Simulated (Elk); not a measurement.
# Optical response of CdF2

Aim: the dielectric function of CdF2, and the optical constants that follow from it.

Program: Elk 11.2.3 (patched build). Level of theory: DFT, LDA, all-electron APW+lo, Dirac cores, scalar-relativistic bands, independent-particle optical response without local fields. Values are calculated unless marked as measured.

### 1. Set-up

Symmetry: Fm-3m, No. 225, cubic system. Conventional cell: a = 5.388 Å, b = 5.388 Å, c = 5.388 Å, α = 90.00°, β = 90.00°, γ = 90.00°. Nearest to Cd lie 8 F at 2.33 Å. Nearest to F lie 4 Cd at 2.33 Å. Farther neighbours, and contacts between anions beyond the nearest, are not listed.

### 2. Ground state

First the ground state: is it a metal or has it a gap?

This step: DFT, LDA, all-electron APW+lo, Dirac cores, scalar-relativistic bands, ground state (Elk 11.2.3 (patched build)).

elk.in

```
tasks
  0
  120

xctype
  3

nempty
  9

lorbcnd
  .true.

rgkmax
  7.0

swidth
  0.0018375

maxscl
  100

epsengy
  1e-05

sppath
  './'

avec
  0.000000000000 5.090922179742 5.090922179742
  5.090922179742 0.000000000000 5.090922179742
  5.090922179742 5.090922179742 0.000000000000

atoms
  2
  'Cd.in'
  1
  0.000000000000 0.000000000000 0.000000000000   0.000 0.000 0.000
  'F.in'
  2
  0.750000000000 0.750000000000 0.750000000000   0.000 0.000 0.000
  0.250000000000 0.250000000000 0.250000000000   0.000 0.000 0.000

ngridk
  8 8 8
```

Run with:

```console
OMP_NUM_THREADS=4 elk
```

Log:

```text
┌─────────────────────────┐
│ Elk code version 11.2.3 │
└─────────────────────────┘

All units are atomic (Hartree, Bohr, etc.)

┌─────────────────────────────────────────────────┐
│ Ground-state run starting from atomic densities │
└─────────────────────────────────────────────────┘

Lattice vectors :
   0.000000000       5.090922180       5.090922180
   5.090922180       0.000000000       5.090922180
   5.090922180       5.090922180       0.000000000

Reciprocal lattice vectors :
 -0.6170969704      0.6170969704      0.6170969704
  0.6170969704     -0.6170969704      0.6170969704
  0.6170969704      0.6170969704     -0.6170969704

Unit cell volume      :    263.8878355
Brillouin zone volume :   0.9399835083

Muffin-tin inner radius fraction :   0.1000000000E-01

Nuclei treated as point charges

Species : 1 (Cd)
 parameters loaded from : Cd.in
 name : cadmium
 nuclear charge    :   -48.00000000
 electronic charge :    48.00000000
 atomic mass :    204912.7176
 muffin-tin radius :    2.463707964
 number of radial points in muffin-tin :    597
 inner part over the whole radius :   0.9993705837E-02
 number on inner part of muffin-tin    :    425
 approximate nuclear radius :   0.8708852602E-04
 number of mesh points to nuclear radius :    214
 atomic positions (lattice), magnetic fields (Cartesian) :
  1 :   0.00000000  0.00000000  0.00000000    0.00000000  0.00000000  0.00000000

Species : 2 (F)
 parameters loaded from : F.in
 name : fluorine
 nuclear charge    :   -9.000000000
 electronic charge :    9.000000000
 atomic mass :    34631.97045
 muffin-tin radius :    1.895159972
 number of radial points in muffin-tin :    297
 inner part over the whole radius :   0.9865265916E-02
 number on inner part of muffin-tin    :    205
 approximate nuclear radius :   0.5278478738E-04
 number of mesh points to nuclear radius :     88
 atomic positions (lattice), magnetic fields (Cartesian) :
  1 :  -0.25000000 -0.25000000 -0.25000000    0.00000000  0.00000000  0.00000000
  2 :   0.25000000  0.25000000  0.25000000    0.00000000  0.00000000  0.00000000

Total number of atoms per unit cell :    3
Total muffin-tin volume :    119.6644651
 ratio of muffin-tin to unit cell volume :   0.4534671514

Spin treatment :
 spin-unpolarised

Number of Bravais lattice symmetries :   48
Number of crystal symmetries         :   48
Crystal has inversion symmetry
Real symmetric eigensolver will be used

k-point grid :      8     8     8
k-point offset :    0.000000000       0.000000000       0.000000000
k-point set is reduced with full crystal symmetry group
Total number of k-points :       29

Muffin-tin radius times maximum |G+k| :    7.000000000
 using average radius
Maximum |G+k| for APW functions       :    3.357835991
Maximum (1/2)|G+k|²                   :    5.637531271
Maximum |G| for potential and density :    12.00000000
Constant for pseudocharge density :    7
 order of it for each species :   14  14
 order of it for pair densities of each species (exact exchange by exxq0 0: 14) :   14   7
Radial integration step length :    1

G-vector grid sizes :     28    28    28
Number of G-vectors :     7727

Maximum angular momentum used for
 APW functions            :    8
 outer part of muffin-tin :    6
 inner part of muffin-tin :    2

Total nuclear charge    :   -66.00000000
Total core charge       :    34.00000000
Total valence charge    :    32.00000000
Total excess charge     :    0.000000000
Total electronic charge :    66.00000000

Effective Wigner radius, rₛ :   0.9846055407

Number of empty states         :     27
Total number of valence states :     44
Total number of core states    :     34

Conduction state local-orbitals added automatically
Third-order local-orbitals added for an l without core states : F
Total number of local-orbitals :    180

Exchange-correlation functional :      3     0     0
 Perdew-Wang/Ceperley-Alder, Phys. Rev. B 45, 13244 (1992)
 gradient requirement :    0
 local density approximation (LDA)

Smearing type :    3
 Fermi-Dirac
Smearing width :   0.1837500000E-02
Effective electronic temperature (K) :    580.2366081

Mixing type :    3
 Broyden mixing, J. Phys. A: Math. Gen. 17, L317 (1984)

Kohn-Sham potential initialised from atomic data

┌──────────────────────────────┐
│ Self-consistent loop started │
└──────────────────────────────┘

┌─────────────────┐
│ Loop number : 1 │
└─────────────────┘

Energies :
 Fermi                       :    -0.116849
 sum of occupied eigenvalues :     -3464.9538708237
 electron kinetic            :      6059.9710090665
 core electron kinetic       :      5820.5683643335
 Coulomb                     :     -11680.174548827
 Coulomb potential           :     -9294.5252648018
 nuclear-nuclear             :     -631.93619378674
 electron-nuclear            :     -12818.612538376
 Hartree                     :      1770.3741833351
 Madelung                    :     -7032.9119164263
 xc potential                :     -230.39961508837
 exchange                    :     -163.81748264707
 correlation                 :     -5.903150
 electron entropic           :    -0.438304E-11
 total energy                :     -5789.9241722724

Density of states at Fermi energy :   0.5442396009E-07
 (states/Hartree/unit cell)

Estimated indirect band gap :   0.1440393390
 from k-point 1 to k-point 1
Estimated direct band gap   :   0.1440393390
 at k-point 1

Charges :
 core                        :    34.00000000
 valence                     :    32.00000000
 interstitial                :    1.888278238
 muffin-tins (core leakage)
  species : 1 (Cd)
   atom 1                    :    45.98883581     (  0.5280437874E-03)
  species : 2 (F)
   atom 1                    :    9.061442976     ( -0.4662050607E-05)
   atom 2                    :    9.061442976     ( -0.4662050607E-05)
 total in muffin-tins        :    64.11172176
 total calculated charge     :    65.99925358
 total charge                :    66.00000000
 error                       :   0.7464241203E-03

┌─────────────────┐
│ Loop number : 2 │
└─────────────────┘

Energies :
 Fermi                       :    -0.115588
 sum of occupied eigenvalues :     -3464.9034693523
 electron kinetic            :      6058.8631433042
 core electron kinetic       :      5820.1599825714
 Coulomb                     :     -11680.153144353
 Coulomb potential           :     -9294.4648222895
 nuclear-nuclear             :     -631.93619378674
 electron-nuclear            :     -12818.628189028
 Hartree                     :      1770.4112384617
 Madelung                    :     -7032.9207332086
 xc potential                :     -229.30179036701
 exchange                    :     -163.80963088794
 correlation                 :     -5.902823
 electron entropic           :    -0.439134E-11
 total energy                :     -5791.0024549855

Density of states at Fermi energy :   0.5442052875E-07
 (states/Hartree/unit cell)

Estimated indirect band gap :   0.1438669274
 from k-point 1 to k-point 1
Estimated direct band gap   :   0.1438669274
 at k-point 1

Charges :
 core                        :    34.00000000
 valence                     :    32.00000000
 interstitial                :    1.894474567
 muffin-tins (core leakage)
  species : 1 (Cd)
   atom 1                    :    45.99344119     (  0.5275741778E-03)
  species : 2 (F)
   atom 1                    :    9.056042121     ( -0.4662050210E-05)
   atom 2                    :    9.056042121     ( -0.4662050210E-05)
 total in muffin-tins        :    64.10552543
 total calculated charge     :    65.99925517
 total charge                :    66.00000000
 error                       :   0.7448254032E-03

RMS change in Kohn-Sham potential (target) :   0.2388788153     (  0.1000000000E-05)
Absolute change in total energy (target)   :    1.078282713     (  0.1000000000E-04)

[... 13 loops left out ...]

┌──────────────────┐
│ Loop number : 16 │
└──────────────────┘

Energies :
 Fermi                       :     0.314724E-01
 sum of occupied eigenvalues :     -3458.3699898804
 electron kinetic            :      6058.3786806718
 core electron kinetic       :      5820.7122783006
 Coulomb                     :     -11678.796800235
 Coulomb potential           :     -9292.3102628938
 nuclear-nuclear             :     -631.93619378674
 electron-nuclear            :     -12817.989551009
 Hartree                     :      1771.1289445601
 Madelung                    :     -7032.6416687884
 xc potential                :     -224.43840765836
 exchange                    :     -163.48069224115
 correlation                 :     -5.889375
 electron entropic           :    -0.429832E-11
 total energy                :     -5789.7881868293

Density of states at Fermi energy :   0.5442505338E-07
 (states/Hartree/unit cell)

Estimated indirect band gap :   0.1028481856
 from k-point 29 to k-point 1
Estimated direct band gap   :   0.1202929298
 at k-point 1

Charges :
 core                        :    34.00000000
 valence                     :    32.00000000
 interstitial                :    2.159096017
 muffin-tins (core leakage)
  species : 1 (Cd)
   atom 1                    :    46.19747826     (  0.5111434004E-03)
  species : 2 (F)
   atom 1                    :    8.821712863     ( -0.4662047344E-05)
   atom 2                    :    8.821712863     ( -0.4662047344E-05)
 total in muffin-tins        :    63.84090398
 total calculated charge     :    65.99932731
 total charge                :    66.00000000
 error                       :   0.6726898072E-03

RMS change in Kohn-Sham potential (target) :   0.1411646504E-07 (  0.1000000000E-05)
Absolute change in total energy (target)   :   0.4777652066E-05 (  0.1000000000E-04)

Convergence targets achieved

┌──────────────────┐
│ Loop number : 17 │
└──────────────────┘

Energies :
 Fermi                       :     0.314724E-01
 sum of occupied eigenvalues :     -3458.3699893047
 electron kinetic            :      6058.3786808993
 core electron kinetic       :      5820.7122782904
 Coulomb                     :     -11678.796800318
 Coulomb potential           :     -9292.3102629211
 nuclear-nuclear             :     -631.93619378674
 electron-nuclear            :     -12817.989551129
 Hartree                     :      1771.1289445983
 Madelung                    :     -7032.6416688574
 xc potential                :     -224.43840728287
 exchange                    :     -163.48069224023
 correlation                 :     -5.889375
 electron entropic           :    -0.429832E-11
 total energy                :     -5789.7881866833

Density of states at Fermi energy :   0.5442505287E-07
 (states/Hartree/unit cell)

Estimated indirect band gap :   0.1028481857
 from k-point 29 to k-point 1
Estimated direct band gap   :   0.1202929287
 at k-point 1

Charges :
 core                        :    34.00000000
 valence                     :    32.00000000
 interstitial                :    2.159096025
 muffin-tins (core leakage)
  species : 1 (Cd)
   atom 1                    :    46.19747825     (  0.5111434001E-03)
  species : 2 (F)
   atom 1                    :    8.821712863     ( -0.4662047263E-05)
   atom 2                    :    8.821712863     ( -0.4662047263E-05)
 total in muffin-tins        :    63.84090398
 total calculated charge     :    65.99932731
 total charge                :    66.00000000
 error                       :   0.6726898113E-03

┌──────────────────────────────┐
│ Self-consistent loop stopped │
└──────────────────────────────┘

Warning : core states of species 1 leak from the muffin-tin :   0.5111434001E-03

Wrote STATE.OUT
```

The job ended after 7.8 s (4 threads of Arm Neoverse V1, shared host; peak memory 0.09 GiB; 24 s of CPU time).

This step gave:

* total energy: -5790 Ha
* Fermi energy: 0.8564 eV
* DOS at the Fermi level: 2.00e-9 states/eV/cell
* gap on the k-mesh: 2.799 eV
* direct gap on the mesh: 3.273 eV

There is a gap, 2.80 eV on this mesh (points off the mesh can give less), so no carriers' term is needed.

### 3. Independent particles

The spectrum is a sum over vertical transitions between filled and empty bands at the fixed density, so many empty bands are needed.

This step: DFT, LDA, all-electron APW+lo, Dirac cores, scalar-relativistic bands, independent-particle optical response without local fields (Elk 11.2.3 (patched build)).

elk.in, as its differences from that of step 2:

```diff
@@ -1,4 +1,6 @@
 tasks
-  0
-  120
+  121
+
+optcomp
+  1 1
 
@@ -17,9 +19,7 @@
 swidth
-  0.0018375
+  0.0055124
 
-maxscl
-  100
-
-epsengy
-  1e-05
+wplot
+  400 100 0
+  0.0 0.58799
```

Run with:

```console
OMP_NUM_THREADS=4 elk
```

Log:

```text
┌─────────────────────────────────┐
│ Elk code version 11.2.3 started │
└─────────────────────────────────┘

┌────────────────────┐
│ Current task : 121 │
└────────────────────┘
Info(checkmt): changed muffin-tin radius of species 1 (Cd) from   2.6000 to   2.4637
Info(checkmt): changed muffin-tin radius of species 2 (F) from   2.0000 to   1.8952

Info(dielectric):
 dielectric tensor written to EPSILON_ij.OUT
 optical conductivity written to SIGMA_ij.OUT
 for components
  i = 1, j = 1

┌──────────────────┐
│ Elk code stopped │
└──────────────────┘
```

It took 1 s on 4 threads; peak memory 0.04 GiB; 3.8 s of CPU time.

Read from the output:

- electronic dielectric constant ε∞, mean of the axes: 2.902

The Im ε, E ∥ x has structure finer than the step of the table below, so its rows give means over 0.5 eV. Peaks (eV: height): 4.92: 1.41, 6.12: 1.67, 6.96: 1.75, 9.76: 2.67, 12.16: 2.45, 13.44: 2.79.

Sum at mesh points, not converged in k; values under the direct gap are tails of Lorentzian lines. Im ε, E ∥ x against photon energy; means over each step:

photon energy (eV), Im ε, E ∥ x and a bar:
```
      0.5       0.00 
      1.0       0.01 
      1.5       0.01 
      2.0       0.02 
      2.5       0.03 
      3.0       0.06 #
      3.5       0.20 ##
      4.0       0.61 #######
      4.5       0.99 ###########
      5.0       1.32 ###############
      5.5       1.09 ############
      6.0       1.50 #################
      6.5       1.23 ##############
      7.0       1.51 #################
      7.5       1.20 ##############
      8.0       1.15 #############
      8.5       1.27 ##############
      9.0       1.38 ################
      9.5       2.09 ########################
     10.0       2.57 #############################
     10.5       1.86 #####################
     11.0       1.18 #############
     11.5       1.49 #################
     12.0       2.31 ##########################
     12.5       1.68 ###################
     13.0       2.42 ###########################
     13.5       2.66 ##############################
     14.0       2.41 ###########################
     14.5       2.05 #######################
     15.0       1.50 #################
     15.5       1.10 ############
```

The reflectivity at normal incidence, E ∥ x has structure finer than the step of the table below, so its rows give means over 0.5 eV. Peaks (eV: height): 4.48: 11.7, 6.04: 10.6, 6.92: 10.5, 10.20: 14.2, 12.16: 13.1, 14.00: 16.9, 14.60: 18.1.

Sum at mesh points, not converged in k. The reflectivity at normal incidence, E ∥ x by photon energy; means over each step:

photon energy (eV), reflectivity at normal incidence, E ∥ x (%) and a bar from the least value:
```
      0.5        6.8 ##
      1.0        6.9 ###
      1.5        7.1 ###
      2.0        7.3 ####
      2.5        7.7 #####
      3.0        8.3 #######
      3.5        9.5 ###########
      4.0        9.7 ###########
      4.5       11.0 ###############
      5.0       10.1 ############
      5.5        8.8 ########
      6.0       10.3 #############
      6.5        8.1 ######
      7.0        9.2 ##########
      7.5        7.7 #####
      8.0        7.5 #####
      8.5        8.8 ########
      9.0        9.1 #########
      9.5       12.5 ###################
     10.0       13.6 #######################
     10.5        9.9 ############
     11.0        6.0 
     11.5        8.6 ########
     12.0       12.3 ###################
     12.5        8.9 #########
     13.0       12.8 ####################
     13.5       15.0 ###########################
     14.0       16.1 ##############################
     14.5       15.6 #############################
     15.0       13.8 #######################
     15.5        8.9 #########
```

The loss function −Im 1/ε at q → 0, E ∥ x has structure finer than the step of the table below, so its rows give means over 0.5 eV. Peaks (eV: height): 10.64: 0.373, 12.32: 0.357, 15.52: 0.822.

Sum at mesh points, not converged in k; values under the direct gap are tails of Lorentzian lines. Table of loss function −Im 1/ε at q → 0, E ∥ x by energy loss; means over each step:

| energy loss (eV) | loss function −Im 1/ε at q → 0, E ∥ x |
| --- | --- |
| 0.5 | 4.9e-4 |
| 1.0 | 0.00102 |
| 1.5 | 0.00162 |
| 2.0 | 0.00240 |
| 2.5 | 0.00353 |
| 3.0 | 0.00571 |
| 3.5 | 0.0153 |
| 4.0 | 0.0476 |
| 4.5 | 0.0675 |
| 5.0 | 0.110 |
| 5.5 | 0.108 |
| 6.0 | 0.129 |
| 6.5 | 0.145 |
| 7.0 | 0.161 |
| 7.5 | 0.150 |
| 8.0 | 0.147 |
| 8.5 | 0.129 |
| 9.0 | 0.140 |
| 9.5 | 0.146 |
| 10.0 | 0.229 |
| 10.5 | 0.349 |
| 11.0 | 0.242 |
| 11.5 | 0.176 |
| 12.0 | 0.240 |
| 12.5 | 0.263 |
| 13.0 | 0.245 |
| 13.5 | 0.293 |
| 14.0 | 0.384 |
| 14.5 | 0.463 |
| 15.0 | 0.645 |
| 15.5 | 0.737 |

Optical constants at common wavelengths, from n + ik = √ε:

| wavelength (nm) | n | k | R (%) | 1/α |
| --- | --- | --- | --- | --- |
| 1550 | 1.71 | 0.002 | 6.8 | 62 µm |
| 532 | 1.76 | 0.008 | 7.5 | 5.1 µm |
| 450 | 1.78 | 0.012 | 7.9 | 2.9 µm |
| 405 | 1.81 | 0.018 | 8.4 | 1.8 µm |
| 308 | 1.85 | 0.186 | 9.3 | 132 nm |
| 248 | 1.80 | 0.369 | 9.8 | 53 nm |
| 193 | 1.61 | 0.390 | 7.6 | 39 nm |

Below the direct gap, k and the depth come from the tails of the Lorentzian lines, not from transitions.

Rows near the edge hang on the gap, which this functional as a rule makes too small, and phonon-assisted absorption over an indirect gap is left out.

### 4. What came out

| Item | Value |
| --- | --- |
| electronic dielectric constant ε∞, mean of the axes (independent particles) | 2.90 |

At this level (LDA, independent particles) CdF2 has ε∞ = 2.90 and n = 1.71 at 1550 nm. On the mesh the gap is 2.80 eV and the least direct gap 3.27 eV, so on this mesh the band edges lie at different points. Excitons and phonon-assisted transitions are missing, and so are local fields; LDA gaps are as a rule too small, which pulls the onset down and ε∞ up. The sum runs over mesh points 0.25 Å⁻¹ apart with no interpolation, so peaks are partly noise of the mesh and static values carry its error.

[Long decimals in the printed logs are rounded to 6 places.]

[Machine, clock and banner lines and Python warnings are left out of the logs.]

[Logs are printed without paths, hosts, clocks, repeated set-up lines and the standing remarks that a program may print on its own settings, such as how far it seeks lower states.]

[Hosts, paths, dates, database ids (printed as entryN), source tags and the programs' standing remarks are cut or masked in the printed files.]

[Where Elk ran, warnings of its patched build on accuracy (core leakage, angular cutoffs, spin-orbit splittings, empty states, lower magnetic states) are left out.]

[Where the starting crystal was built by hand or by swapping elements, it need not be the compound's stable phase.]

[The count of steps not shown may lack steps that the program refused or didn't finish.]
